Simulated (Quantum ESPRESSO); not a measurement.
# CoSi2 (Fm-3m): from the cell to the phonon bands, part 2 of 4

How does CoSi2 (Fm-3m) vibrate, and is this structure a minimum?

Quantum ESPRESSO 7.5; DFT PBE, scalar-relativistic, plane waves, GBRV ultrasoft pseudopotentials.

So far. Step 3 (Relaxing the cell and atoms): Little changed from the start: no atom moved by 0.005 Å and no cell edge by 0.1 %. Step 4 (Self-consistent run for the response): The cell stands at -0.13 GPa, close enough for phonons. The relaxed cell has a = 5.357 Å (conventional setting).

The database entry behind the starting cell differs from later determinations by our own check (0.1 to 0.3 % short, probably kX units), so it need not match the best structure at ambient conditions.

## Step 7: Linear response on the mesh

Linear response treats each wavevector in the unit cell, with no supercell; the 3×3×3 mesh fixes the range of the force constants to be had. The change of the potential is kept for the electron-phonon matrix elements.

Input file ph.in:

```
phonons
&inputph
   prefix = 'x'
   outdir = './tmp'
   fildyn = 'x.dyn'
   tr2_ph = 1.0d-18
   alpha_mix(1) = 0.4
   nmix_ph = 8
   ldisp = .true.
   nq1 = 3
   nq2 = 3
   nq3 = 3
   electron_phonon = 'interpolated'
   fildvscf = 'dvscf'
   el_ph_sigma = 0.005
   el_ph_nsigma = 10
/
```

The run is started by

```sh
> OMP_NUM_THREADS=1 mpirun -n 4 ph.x -nk 4 -in ph.in > ph.out
```

Numbers of over 12 decimals in the logs are rounded to 6 here.

Output:

```text
[banners, grids, parts of the stress and lines that vanish by symmetry left out]
[banner, memory and clock lines left out]
Program PHONON v.7.5

[...]
Exchange-correlation= PBE
                           (   1   4   3   4   0   0   0)
[...]
(   4 q-points):
[...]
kinetic-energy cut-off    =      45.0000  Ry
     charge density cut-off    =     270.0000  Ry
     convergence threshold     =      1.0E-18
[...]
Exchange-correlation= PBE
                           (   1   4   3   4   0   0   0)
[...]
q = (   0.0000000   0.0000000   0.0000000 )
     49 Sym.Ops. (with q -> -q+G )
     G cutoff =  350.4790  (  19579 G-vectors)     FFT grid: ( 40, 40, 40)
     G cutoff =  233.6527  (  10657 G-vectors)  smooth grid: ( 32, 32, 32)
     number of k points=    72  Marzari-Vanderbilt smearing, width (Ry)=  0.0200
[...]
Mode symmetry, O_h (m-3m)  point group:
[...]
Representation #   1 modes #   1   2   3
[...]
End of self-consistent calculation
     Convergence has been achieved
     Representation #   2 modes #   4   5   6
[...]
End of self-consistent calculation
     Convergence has been achieved
     Representation #   3 modes #   7   8   9
[...]
End of self-consistent calculation
     Convergence has been achieved
[...]
q = (    0.000000000   0.000000000   0.000000000 )
[...]
freq (    1) =       0.084653 [THz] =       2.823730 [cm-1]
     freq (    2) =       0.084653 [THz] =       2.823730 [cm-1]
     freq (    3) =       0.084653 [THz] =       2.823730 [cm-1]
     freq (    4) =       9.626080 [THz] =     321.091478 [cm-1]
     freq (    5) =       9.626080 [THz] =     321.091478 [cm-1]
     freq (    6) =       9.626080 [THz] =     321.091478 [cm-1]
     freq (    7) =       9.962633 [THz] =     332.317650 [cm-1]
     freq (    8) =       9.962633 [THz] =     332.317650 [cm-1]
     freq (    9) =       9.962633 [THz] =     332.317650 [cm-1]
[...]
Mode symmetry, O_h (m-3m)  point group:
     freq (   1-   3) =          2.8  [cm-1]   --> T_1u G_15  G_4- I
     freq (   4-   6) =        321.1  [cm-1]   --> T_2g G_25' G_5+ R
     freq (   7-   9) =        332.3  [cm-1]   --> T_1u G_15  G_4- I
[...]
lambda(    1)=  0.0000   gamma=    0.03 GHz
     lambda(    2)=  0.0000   gamma=    0.03 GHz
     lambda(    3)=  0.0000   gamma=    0.03 GHz
     lambda(    4)=  0.2652   gamma=  169.45 GHz
     lambda(    5)=  0.2662   gamma=  170.10 GHz
     lambda(    6)=  0.2601   gamma=  166.21 GHz
     lambda(    7)=  0.0010   gamma=    0.67 GHz
     lambda(    8)=  0.0010   gamma=    0.67 GHz
     lambda(    9)=  0.0011   gamma=    0.74 GHz
[...]
Mode symmetry, C_3v (3m)   point group:
[...]
Representation #   1 mode #   1
[...]
End of self-consistent calculation
     Convergence has been achieved
     Representation #   2 mode #   2
[...]
Convergence has been achieved
     Representation #   3 mode #   3
[...]
Convergence has been achieved
     Representation #   4 modes #   4   5
[...]
Convergence has been achieved
     Representation #   5 modes #   6   7
[...]
Convergence has been achieved
     Representation #   6 modes #   8   9
[...]
Convergence has been achieved
[...]
q = (   -0.235702260   0.235702260  -0.235702260 )
[...]
freq (    1) =       3.000356 [THz] =     100.081116 [cm-1]
     freq (    2) =       3.000356 [THz] =     100.081116 [cm-1]
     freq (    3) =       7.125093 [THz] =     237.667508 [cm-1]
     freq (    4) =       9.240313 [THz] =     308.223660 [cm-1]
     freq (    5) =       9.240313 [THz] =     308.223660 [cm-1]
[...]
Mode symmetry, C_3v (3m)   point group:
     freq (   1-   2) =        100.1  [cm-1]   --> E    L_3
     freq (   3-   3) =        237.7  [cm-1]   --> A_1  L_1
     freq (   4-   5) =        308.2  [cm-1]   --> E    L_3
     freq (   6-   6) =        312.6  [cm-1]   --> A_1  L_1
     freq (   7-   8) =        352.3  [cm-1]   --> E    L_3
     freq (   9-   9) =        365.5  [cm-1]   --> A_1  L_1
[...]
lambda(    1)=  0.0504   gamma=    3.13 GHz
     lambda(    2)=  0.0506   gamma=    3.14 GHz
     lambda(    3)=  0.0440   gamma=   15.42 GHz
     lambda(    4)=  0.0357   gamma=   21.03 GHz
     lambda(    5)=  0.0352   gamma=   20.75 GHz
[...]
Mode symmetry, C_4v (4mm)  point group:
[...]
Representation #   1 mode #   1
[...]
Convergence has been achieved
[...]
Convergence has been achieved
[...]
Convergence has been achieved
     Representation #   4 modes #   4   5
[...]
Convergence has been achieved
     Representation #   5 modes #   6   7
[...]
Convergence has been achieved
     Representation #   6 modes #   8   9
[...]
Convergence has been achieved
[...]
q = (   -0.000000000   0.471404521  -0.000000000 )
[...]
Mode symmetry, C_4v (4mm)  point group:
     freq (   1-   2) =        147.5  [cm-1]   --> E    G_5 D_5
     freq (   3-   3) =        243.4  [cm-1]   --> A_1  G_1 D_1
     freq (   4-   5) =        278.5  [cm-1]   --> E    G_5 D_5
     freq (   6-   6) =        281.9  [cm-1]   --> B_2  G_4 D_2'
     freq (   7-   7) =        368.1  [cm-1]   --> A_1  G_1 D_1
     freq (   8-   9) =        369.5  [cm-1]   --> E    G_5 D_5
[...]
Mode symmetry, C_2v (mm2)  point group:
[...]
Convergence has been achieved
[...]
Convergence has been achieved
[...]
Convergence has been achieved
[...]
Convergence has been achieved
[...]
Convergence has been achieved
[...]
Convergence has been achieved
[...]
Convergence has been achieved
     Representation #   8 mode #   8
[...]
End of self-consistent calculation
     Convergence has been achieved
     Representation #   9 mode #   9
[...]
End of self-consistent calculation
     Convergence has been achieved
[...]
q = (    0.471404521  -0.000000000   0.471404521 )
[...]
freq (    2) =       6.690869 [THz] =     223.183377 [cm-1]
     freq (    3) =       7.161880 [THz] =     238.894604 [cm-1]
     freq (    4) =       7.861133 [THz] =     262.219172 [cm-1]
     freq (    5) =       8.616869 [THz] =     287.427811 [cm-1]
     freq (    6) =       9.773819 [THz] =     326.019513 [cm-1]
     freq (    7) =      10.817029 [THz] =     360.817233 [cm-1]
     freq (    8) =      10.962806 [THz] =     365.679844 [cm-1]
     freq (    9) =      11.303147 [THz] =     377.032409 [cm-1]
[...]
Mode symmetry, C_2v (mm2)  point group:
     freq (   1-   1) =        144.2  [cm-1]   --> B_1  D_3  S_3
     freq (   2-   2) =        223.2  [cm-1]   --> B_2  D_4  S_4
     freq (   3-   3) =        238.9  [cm-1]   --> A_1  D_1  S_1
     freq (   4-   4) =        262.2  [cm-1]   --> B_2  D_4  S_4
     freq (   5-   5) =        287.4  [cm-1]   --> A_2  D_2  S_2
     freq (   6-   6) =        326.0  [cm-1]   --> B_2  D_4  S_4
     freq (   7-   7) =        360.8  [cm-1]   --> A_1  D_1  S_1
     freq (   8-   8) =        365.7  [cm-1]   --> B_1  D_3  S_3
     freq (   9-   9) =        377.0  [cm-1]   --> A_1  D_1  S_1
[...]
lambda(    2)=  0.0434   gamma=   13.39 GHz
     lambda(    3)=  0.0537   gamma=   18.99 GHz
     lambda(    4)=  0.0206   gamma=    8.78 GHz
     lambda(    5)=  0.0201   gamma=   10.29 GHz
     lambda(    6)=  0.0079   gamma=    5.22 GHz
     lambda(    7)=  0.0183   gamma=   14.74 GHz
     lambda(    8)=  0.0111   gamma=    9.20 GHz
     lambda(    9)=  0.0404   gamma=   35.56 GHz
[...]
11   0.000000000   0.471404521  -0.471404521
         12  -0.000000000  -0.471404521  -0.471404521


[key lines of the parts left out:]
the Fermi energy is    12.7393 ev
```

The job ended after 74 min (4 MPI ranks of Arm Neoverse V1, shared host; 4.9 h of CPU time).

Numbers from this step:

```
largest acoustic frequency at the zone centre before the sum rule  : 2.82 cm⁻¹
highest optical zone-centre mode (no LO-TO term)                   : 332.3 cm⁻¹
lowest optical zone-centre mode                                    : 321.1 cm⁻¹
lowest mode on the q mesh (acoustic ones at the zone centre apart) : 100.1 cm⁻¹
```

Frequencies (cm⁻¹) at each irreducible wavevector; negative means imaginary. Frequencies by wavevector:

```
   q (fractions)  star  mode 1  mode 2  mode 3  mode 4  mode 5  mode 6  mode 7  mode 8  mode 9
           0 0 0     1    2.82    2.82    2.82   321.1   321.1   321.1   332.3   332.3   332.3
      0 0 0.3333     8   100.1   100.1   237.7   308.2   308.2   312.6   352.3   352.3   365.5
 0 0.3333 0.3333     6   147.5   147.5   243.4   278.5   278.5   281.9   368.1   369.5   369.5
0 0.3333 -0.3333    12   144.2   223.2   238.9   262.2   287.4     326   360.8   365.7     377
```

Couplings of single modes at a Gaussian broadening of 0.02 Ry, as ph.x prints them; it sets λ to zero for modes under 20 cm⁻¹. Mode couplings:

```
   q (fractions)  mode  frequency (cm⁻¹)       λ  linewidth γ (GHz)
      0 0 0.3333     1             100.1  0.0504               3.13
      0 0 0.3333     2             100.1  0.0506               3.14
      0 0 0.3333     3             237.7   0.044              15.42
      0 0 0.3333     4             308.2  0.0357              21.03
      0 0 0.3333     5             308.2  0.0352              20.75
      0 0 0.3333     6             312.6  0.0407              24.63
      0 0 0.3333     7             352.3  0.0139              10.71
      0 0 0.3333     8             352.3  0.0138              10.58
      0 0 0.3333     9             365.5  0.0527              43.61
 0 0.3333 0.3333     1             147.5  0.0565               7.62
 0 0.3333 0.3333     2             147.5  0.0569               7.67
 0 0.3333 0.3333     3             243.4  0.0958              35.17
 0 0.3333 0.3333     4             278.5  0.0191               9.19
 0 0.3333 0.3333     5             278.5  0.0193               9.27
 0 0.3333 0.3333     6             281.9  0.0558              27.49
 0 0.3333 0.3333     7             368.1  0.0829              69.59
 0 0.3333 0.3333     8             369.5  0.0189              15.98
 0 0.3333 0.3333     9             369.5  0.0187               15.8
0 0.3333 -0.3333     1             144.2  0.0714                9.2
0 0.3333 -0.3333     2             223.2  0.0434              13.39
0 0.3333 -0.3333     3             238.9  0.0537              18.99
0 0.3333 -0.3333     4             262.2  0.0206               8.78
0 0.3333 -0.3333     5             287.4  0.0201              10.29
0 0.3333 -0.3333     6               326  0.0079               5.22
0 0.3333 -0.3333     7             360.8  0.0183              14.74
0 0.3333 -0.3333     8             365.7  0.0111                9.2
0 0.3333 -0.3333     9               377  0.0404              35.56
```

The acoustic modes at Γ come out as far as 2.8 cm⁻¹ from zero, where they should vanish, a small numerical error.

## Step 8: Fourier transform to real space

The dynamical matrices of the mesh are Fourier-transformed to force constants in real space.

Input file q2r.in:

```
&input
   fildyn = 'x.dyn'
   zasr = 'crystal'
   flfrc = 'x.fc'
   la2F = .true.
/
```

The run is started by

```sh
> q2r.x < q2r.in > q2r.out
```

Output:

```text
[banners, grids, parts of the stress and lines that vanish by symmetry left out]
[banner, memory and clock lines left out]
Program Q2R v.7.5

  reading grid info from file x.dyn0

  reading force constants from file x.dyn1
  Dielectric Tensor not found
  nqs=            1
 q=   0.00000000  0.00000000  0.00000000
  reading force constants from file x.dyn2
  nqs=            8
 q=  -0.23570226  0.23570226 -0.23570226
[...]
reading force constants from file x.dyn3
  nqs=            6
[...]
reading force constants from file x.dyn4
  nqs=           12
[...]
q=   0.00000000  0.47140452 -0.47140452
 q=  -0.00000000 -0.47140452 -0.47140452

      q-space grid ok, #points =   27

      fft-check success (sum of imaginary terms < 10^-12)

   Preparing gamma for a2F

 Broadening =      0.005
      q-space grid ok, #points =   27

      fft-check success (sum of imaginary terms < 10^-12)

 Broadening =      0.010
[...]
Broadening =      0.045
      q-space grid ok, #points =   27

      fft-check success (sum of imaginary terms < 10^-12)

 Broadening =      0.050
      q-space grid ok, #points =   27

      fft-check success (sum of imaginary terms < 10^-12)
```

Run time: 0.51 s. Hardware: 1 thread.

## Step 9: Interpolated phonon bands

From the force constants any wavevector is cheap; points of the mesh come back as solved, but for the sum rule and, in polar crystals, the LO-TO term at Γ; the rest is interpolation.

Input file matdyn.in:

```
&input
   asr = 'crystal'
   flfrc = 'x.fc'
   flfrq = 'x.freq'
   flvec = 'x.modes'
   q_in_band_form = .true.
   q_in_cryst_coord = .true.
/
8
  0.0000000   0.0000000   0.0000000  12  ! GAMMA
 -0.0000000   0.5000000   0.5000000  12  ! X
 -0.0000000   0.6250000   0.3750000   1  ! U
 -0.3750000   0.3750000   0.0000000  12  ! K
  0.0000000   0.0000000   0.0000000  12  ! GAMMA
 -0.0000000   0.5000000   0.0000000  12  ! L
 -0.2500000   0.5000000   0.2500000  12  ! W
 -0.0000000   0.5000000   0.5000000   1  ! X
```

The run is started by

```sh
> matdyn.x -in matdyn.in > matdyn.out
```

Output:

```text
[banner, memory and clock lines left out]
Program MATDYN v.7.5

 mass for atomic type   1 not given; uses mass from file x.fc
 mass for atomic type   2 not given; uses mass from file x.fc
 Norm of the difference between old and new effective charges:    0.000000

 Norm of the difference between old and new force-constants:   9.26781e-06

     Message from routine matdyn:
     Z* not found in file x.fc, TO-LO splitting at q=0 will be absent!
     Message from routine matdyn:
     Z* not found in file x.fc, TO-LO splitting at q=0 will be absent!

Note: The following floating-point exceptions are signalling: IEEE_UNDERFLOW_FLAG
```

Run time: 0.48 s. Hardware: 1 thread.

Numbers from this step:

* lowest frequency on the path: 0 cm⁻¹
* mean frequency: 278.2 cm⁻¹
* Debye temperature (second moment): 541 K
* logarithmic mean frequency: 260.5 cm⁻¹

Matdyn.x, sum rule crystal. Phonon branches along the path, in cm⁻¹:

```
    point  branch 1  branch 2  branch 3  branch 4  branch 5  branch 6  branch 7  branch 8  branch 9
        Γ         0         0         0       321       321       321       332       332       332
  halfway       117       117       200       288       288       300       361       362       362
        X       176       176       257       269       269       281       370       376       376
  halfway       170       193       256       260       272       293       369       375       377
        U       156       224       241       259       280       313       365       371       377
jump to K       156       224       241       259       280       313       365       371       377
  halfway        97       133       204       283       315       322       342       350       374
        Γ         0         0         0       321       321       321       332       332       332
  halfway        85        85       188       306       310       310       347       347       364
        L       111       111       287       308       308       335       348       357       357
  halfway       139       174       267       275       290       338       345       370       371
        W       191       226       226       255       271       342       342       368       384
  halfway       183       192       254       256       270       304       368       369       381
        X       176       176       257       269       269       281       370       376       376
```

The phonon branches as a text plot (rows in cm⁻¹):

```
    376 |        *****************                   ************
    360 |    ****       *******   **      ************      **
    344 |  ***               ********** ******   ***********
    328 |**               ***  ** *******       **         **
    312 | *****          *    ********* ************         *
    296 |    ****      **   **   ***               ****       **
    280 |       *** *** ****  ***               **********      *
    264 |         ************                 *      ***********
    248 |        *      **  **                         ** ****
    232 |                 **  *               *          ***
    216 |       *        *  *  *             *          ** **
    200 |      *        *    *  *                      *     *
    184 |             **      *  *          *            ********
    168 |     *    ******                  *         ** *       *
    152 |        **      ***   *  *                    *
    136 |    *  *           *   *         *         ***
    120 |      *             **    *              ***
    104 |   * *                ***       *    ****
     88 |    *                   ** *       **
     72 |  *                      **    *  *
     56 |   *                      *      *
     40 | **                        *** **
     24 | *                          **
      8 |*                             *
         Γ           X  U|K            Γ         L        W     X
```

Lowest modes at the softest wavevector of the mesh; phase exp(i q.(R + tau)). Modes at q = (0.333, 0.333, 0.333), with each element's share of the kinetic energy:

```
mode  frequency (cm⁻¹)  Co %  Si %
   1             100.1    62    38
   2             100.1    62    38
   3             237.7    69    31
   4             308.2     6    94
   5             308.2     6    94
   6             312.6     1    99
```

Displacements in mode 1 (100.1 cm⁻¹), the largest set to 1, in the home cell (x, y, z of the real part, then of the imaginary part):
```
Co1  0.45  1.00 -0.55  0.02  0.00  0.02
Si2 -0.13 -0.33  0.20 -0.34 -0.73  0.40
Si3 -0.16 -0.33  0.17  0.32  0.73 -0.41
```

Displacements in mode 3 (237.7 cm⁻¹), the largest set to 1, in the home cell (x, y, z of the real part, then of the imaginary part):
```
Co1  1.00 -1.00 -1.00  0.00  0.00  0.00
Si2  0.54 -0.54 -0.54 -0.44  0.44  0.44
Si3  0.54 -0.54 -0.54  0.44 -0.44 -0.44
```

Force constants by pair (phonopy on the run's constants); pairs near half the supercell's span include their periodic images. Pair force constants, by row:

```
atom  neighbour  distance (Å)  third of the trace (eV/Å²)  along the pair's line (eV/Å²)
 Co1     itself             0                       13.66                              –
 Co1         Si          2.32                       -1.51                         -3.942
 Co1         Co         3.788                     -0.1542                         -1.029
 Co1         Si         4.442                      0.0413                         0.1948
 Co1         Co         5.357                     -0.0385                        -0.1924
 Co1         Si         5.838                     -0.0443                        -0.0893
 Co1         Co         6.561                      0.0127                         0.0012
 Co1         Si         6.959                     -0.0734                        -0.0734
 Co1         Si         6.959                      0.0112                         0.0116
 Si2     itself             0                       9.866                              –
 Si2         Co          2.32                       -1.51                         -3.942
 Si2         Si         2.679                     -0.3353                         -1.339
 Si2         Si         3.788                     -0.1172                        -0.3596
 Si2         Co         4.442                      0.0413                         0.1948
 Si2         Si          4.64                      0.0126                        -0.0746
 Si2         Si          4.64                     -0.1154                        -0.3978
 Si2         Si         5.357                     -0.0585                        -0.1421
 Si2         Co         5.838                     -0.0443                        -0.0893
 Si3     itself             0                       9.866                              –
 Si3         Co          2.32                       -1.51                         -3.942
 Si3         Si         2.679                     -0.3353                         -1.339
 Si3         Si         3.788                     -0.1172                        -0.3596
 Si3         Co         4.442                      0.0413                         0.1948
 Si3         Si          4.64                     -0.1154                        -0.3978
 Si3         Si          4.64                      0.0126                        -0.0746
 Si3         Si         5.357                     -0.0585                        -0.1421
 Si3         Co         5.838                     -0.0443                        -0.0893
```

Harmonic mean-square displacement, third of the trace. Mean-square displacements:

```
T (K)  Co1 U_eq (Å²)  Si2 U_eq (Å²)  Si3 U_eq (Å²)
    0         0.0015        0.00224        0.00224
  100          0.002        0.00264        0.00264
  300        0.00449        0.00501        0.00501
  600        0.00864        0.00932        0.00932
```

Mode patterns, pair constants, displacements and means over the zone were worked out by phonopy from the force constants of q2r.x.

All branches are real along the path.

[end of part 2 of 4]

[Host names and launcher messages were left out of these logs when they were recorded.]

[Logs are printed without paths, hosts, clocks, repeated set-up lines and the standing remarks that a program may print on its own settings, such as how far it seeks lower states.]

[Hosts, paths, dates, database ids (printed as entryN), source tags and the programs' standing remarks are cut or masked in the printed files.]
